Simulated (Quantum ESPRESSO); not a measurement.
# Magnetic state of Cr (Chromium) from several starts, part 2 of 2

Aim: find out which collinear order of Cr (Chromium) costs least.

Quantum ESPRESSO 7.5; WC; plane waves with GBRV 1.5 PBE potentials, no spin-orbit coupling.

So far, absolute magnetization (μB): step 4 (start 3: antiferro q=(1/2,1/2,1/2) +−) 2.43.

**6. A faulty input**

One input was spoiled on purpose, to see how the program answers.

pw.in

```
&CONTROL
  calculation = 'scf'
  prefix = 'pwscf'
  outdir = './tmp'
  pseudo_dir = './pseudo'
  disk_io = 'nowf'
/
&SYSTEM
  ibrav = 0
  nat = 1
  ntyp = 1
  ecutwfc = 40
  ecutrho = 400
  nbnd = 14
  input_dft = 'wc'
  occupations = 'smearing'
  smearing = 'fd'
  degauss = 0.00734986
  nspin = 2
  starting_magnetization(1) = 0.1786
&ELECTRONS
  conv_thr = 2d-09
  electron_maxstep = 100
  mixing_beta = 0.3
/
ATOMIC_SPECIES
Cr     51.9961 cr_pbe_v1.5.uspp.F.UPF
CELL_PARAMETERS angstrom
  -1.4419500000    1.4419500000    1.4419500000
   1.4419500000   -1.4419500000    1.4419500000
   1.4419500000    1.4419500000   -1.4419500000
ATOMIC_POSITIONS crystal
Cr      0.0000000000    0.0000000000    0.0000000000
K_POINTS automatic
10 10 10 0 0 0
```

Started as:

```
$ OMP_NUM_THREADS=1 mpirun -n 2 pw.x -nk 2 -in pw.in > pw.out
```

What it wrote:

```text
     [... lines left out ...]
Program PWSCF v.7.5 starts
     Error in routine  read_namelists (1):
      bad line in namelist &system: "&ELECTRONS" (error could be in the previous line)
 %%%%%%%%%%%%%%%%%%%%%%%%%%%%%%%%%%%%%%%%%%%%%%%%%%%%%%%%%%%%%%%%%%%%%%%%%%%%%%
     stopping ...
```

Wall time 0.5 s (2 MPI ranks of Arm Neoverse V2, shared host); peak memory 0.05 GiB.

The program refused the input before any cycle.

The program's message: “read_namelists (1): bad line in namelist &system: "&ELECTRONS" (error could be in the previous line)”

The fault put into the input: a namelist without its slash.

**7. Energies of the orders**

An order is kept where moments of 0.15 μB or more survive with the typed signs; meshes match where a doubled cell samples the same k points as the first cell.

Orders:

```
                       start        final state  typed order kept  energy over the lowest (meV a seeded atom)  largest site moment (μB)  net moment (μB a cell of the first run)  mesh matched  CPU time (s)
                     ferro +       non-magnetic                no                                        18.1                         0                                        0           yes           7.4
    antiferro q=(0,0,1/2) +-       non-magnetic                no                                        18.1                         0                                        0           yes         50.18
antiferro q=(1/2,1/2,1/2) +-  antiferromagnetic               yes                                           0                     1.133                                        0           yes         28.88
        no spin polarisation       non-magnetic                 -                                       18.08                         0                                        0           yes          4.02
```

**8. The lowest state again, with its states saved**

pw.in

```
&CONTROL
  calculation = 'scf'
  prefix = 'pwscf'
  outdir = './tmp'
  pseudo_dir = './pseudo'
  disk_io = 'low'
/
&SYSTEM
  ibrav = 0
  celldm(1) = 8
  nat = 2
  ntyp = 2
  ecutwfc = 40
  ecutrho = 400
  nbnd = 25
  input_dft = 'wc'
  occupations = 'smearing'
  smearing = 'fd'
  degauss = 0.00734986
  nspin = 2
  starting_magnetization(1) = 0.1786
  starting_magnetization(2) = -0.1786
/
&ELECTRONS
  conv_thr = 4d-09
  electron_maxstep = 150
  mixing_beta = 0.3
/
ATOMIC_SPECIES
Cr1    51.9961 cr_pbe_v1.5.uspp.F.UPF
Cr2    51.9961 cr_pbe_v1.5.uspp.F.UPF
CELL_PARAMETERS alat
  -0.6812226463510    0.6812226463510    0.6812226463510
   0.0000000000000    0.0000000000000    0.6812226463510
   0.0000000000000    0.6812226463510    0.0000000000000
ATOMIC_POSITIONS crystal
Cr1     0.0000000000    0.0000000000    0.0000000000
Cr2     0.5000000000    0.0000000000    0.0000000000
K_POINTS automatic
5 10 10 0 0 0
```

What it wrote:

```text
     [... lines left out ...]
Program PWSCF v.7.5 starts
     [... lines left out ...]
     number of atoms/cell      =            2
     [... lines left out ...]
     number of electrons       =        28.00
     number of Kohn-Sham states=           25
     kinetic-energy cutoff     =      40.0000  Ry
     charge density cutoff     =     400.0000  Ry
     scf convergence threshold =      4.0E-09
     [... lines left out ...]
     48 Sym. Ops., with inversion, found
     [... lines left out ...]
     number of k points=    28  Fermi-Dirac smearing, width (Ry)=  0.0073
     [... lines left out ...]
     iteration # 15     ecut=    40.00 Ry     beta= 0.30
     [... lines left out ...]
     Magnetic moment per site  (integrated on atomic sphere of radius R)
     atom   1 (R=0.243)  charge= 12.2541  magn=  1.1323
     atom   2 (R=0.243)  charge= 12.2541  magn= -1.1323
     [... lines left out ...]
     the Fermi energy is    18.5151 ev
!    total energy              =    -350.78132737 Ry
     estimated scf accuracy    <          1.8E-10 Ry
     smearing contrib. (-TS)   =      -0.00245750 Ry
     [... lines left out ...]
     total magnetization       =     0.00 Bohr mag/cell
     absolute magnetization    =     2.43 Bohr mag/cell
     convergence has been achieved in  15 iterations
```

It took 15 s on 2 MPI ranks; peak memory 0.2 GiB.

Read from the output:

```
smearing term TS       : 0.03344 eV
magnetization          : 0 μB
absolute magnetization : 2.43 μB
final state            : antiferromagnetic
largest moment         : 1.132 μB
```

**9. Projections on atomic orbitals**

projwfc.x projects the saved states on orthogonalised atomic orbitals of the pseudopotential files.

What it wrote:

```text
[banner, memory and clock lines left out]
Program PROJWFC v.7.5 starts

     [... lines left out ...]
     IMPORTANT: XC functional enforced from input :
     Exchange-correlation= WC
                           (   1   4  11   4   0   0   0)
     Any further DFT definition will be discarded
     Please, verify this is what you really want

     G-vector sticks info

     Check: negative core charge=   -0.000007

     negative rho (up, down):  1.461E-03 1.461E-03

     Gaussian broadening (read from input): ngauss,degauss=   0    0.010000

     Calling projwave ....

  Problem Sizes
  natomwfc =           20
  nbnd     =           25
  nkstot   =           56
  npwx     =          739
  nkb      =           36

     Atomic states used for projection
     (read from pseudopotential files):

     state #   1: atom   1 (Cr1), wfc  1 (l=0 m= 1)
     state #   2: atom   1 (Cr1), wfc  2 (l=1 m= 1)
     state #   3: atom   1 (Cr1), wfc  2 (l=1 m= 2)
     state #   4: atom   1 (Cr1), wfc  2 (l=1 m= 3)
     state #   5: atom   1 (Cr1), wfc  3 (l=0 m= 1)
     state #   6: atom   1 (Cr1), wfc  4 (l=2 m= 1)
     state #   7: atom   1 (Cr1), wfc  4 (l=2 m= 2)
     state #   8: atom   1 (Cr1), wfc  4 (l=2 m= 3)
     state #   9: atom   1 (Cr1), wfc  4 (l=2 m= 4)
     state #  10: atom   1 (Cr1), wfc  4 (l=2 m= 5)
     state #  11: atom   2 (Cr2), wfc  1 (l=0 m= 1)
     state #  12: atom   2 (Cr2), wfc  2 (l=1 m= 1)
     state #  13: atom   2 (Cr2), wfc  2 (l=1 m= 2)
     state #  14: atom   2 (Cr2), wfc  2 (l=1 m= 3)
     state #  15: atom   2 (Cr2), wfc  3 (l=0 m= 1)
     state #  16: atom   2 (Cr2), wfc  4 (l=2 m= 1)
     state #  17: atom   2 (Cr2), wfc  4 (l=2 m= 2)
     state #  18: atom   2 (Cr2), wfc  4 (l=2 m= 3)
     state #  19: atom   2 (Cr2), wfc  4 (l=2 m= 4)
     state #  20: atom   2 (Cr2), wfc  4 (l=2 m= 5)

 [... projections of the bands left out ...]

Lowdin Charges:

     Atom #   1: total charge =  13.7047, s =  2.9595, p =  5.9934, d =  4.7518,
                 spin up      =   7.5013, s =  1.4880,
                 spin up      =   7.5013, p =  2.9965, pz=  0.9988, px=  0.9988, py=  0.9988,
                 spin up      =   7.5013, d =  3.0168, dz2=  0.4699, dxz=  0.6923, dyz=  0.6923, dx2-y2=  0.4699, dxy=  0.6923,
                 spin down    =   6.2034, s =  1.4715,
                 spin down    =   6.2034, p =  2.9970, pz=  0.9990, px=  0.9990, py=  0.9990,
                 spin down    =   6.2034, d =  1.7350, dz2=  0.2948, dxz=  0.3818, dyz=  0.3818, dx2-y2=  0.2948, dxy=  0.3818,
                 polarization =   1.2978, s =  0.0166, p = -0.0005, d =  1.2818,
     Atom #   2: total charge =  13.7047, s =  2.9595, p =  5.9934, d =  4.7518,
                 spin up      =   6.2034, s =  1.4715,
                 spin up      =   6.2034, p =  2.9970, pz=  0.9990, px=  0.9990, py=  0.9990,
                 spin up      =   6.2034, d =  1.7350, dz2=  0.2948, dxz=  0.3818, dyz=  0.3818, dx2-y2=  0.2948, dxy=  0.3818,
                 spin down    =   7.5013, s =  1.4880,
                 spin down    =   7.5013, p =  2.9965, pz=  0.9988, px=  0.9988, py=  0.9988,
                 spin down    =   7.5013, d =  3.0168, dz2=  0.4699, dxz=  0.6923, dyz=  0.6923, dx2-y2=  0.4699, dxy=  0.6923,
                 polarization =  -1.2978, s = -0.0166, p =  0.0005, d = -1.2818,
     Spilling Parameter:   0.0211
```

The job ended after 1.2 s (2 MPI ranks; peak memory 0.07 GiB).

```
atom  moment in the sphere (μB)  Löwdin moment (μB)  Löwdin charge (e)
 Cr1                      1.132               1.298             13.705
 Cr2                     -1.132              -1.298             13.705
```

**10. What came out**

```yaml
lowest_state_found: antiferromagnetic (from antiferro q=(1/2,1/2,1/2) +-)
largest_site_moment: 1.13 μB
state_without_moments: 18.1 meV a seeded atom higher
```

**Reading.** At this level spin polarisation gains little. 2 starts lost their moments. The largest moment reads 1.13 μB in the sphere and 1.30 μB by Löwdin projection; a site moment hangs on how space is shared out. This is the lowest of 4 collinear or spinless starts, no proof of the ground state. The pseudopotentials were made with another functional, an inconsistency that can move energies. Energies are free energies at an electronic temperature of 1160 K, which lowers moments and differences where the moments are itinerant.

[Logs and program files are shortened in this print: banners, set-up blocks, solver, clock and traceback lines can be left out without a mark of their own.]

[Logs are printed without paths, hosts, clocks, repeated set-up lines and the standing remarks that a program may print on its own settings, such as how far it seeks lower states.]

[Hosts, paths, dates, database ids (printed as entryN), source tags and the programs' standing remarks are cut or masked in the printed files.]

[Where a cell is said to come from a database of computed structures, the database is the Materials Project.]
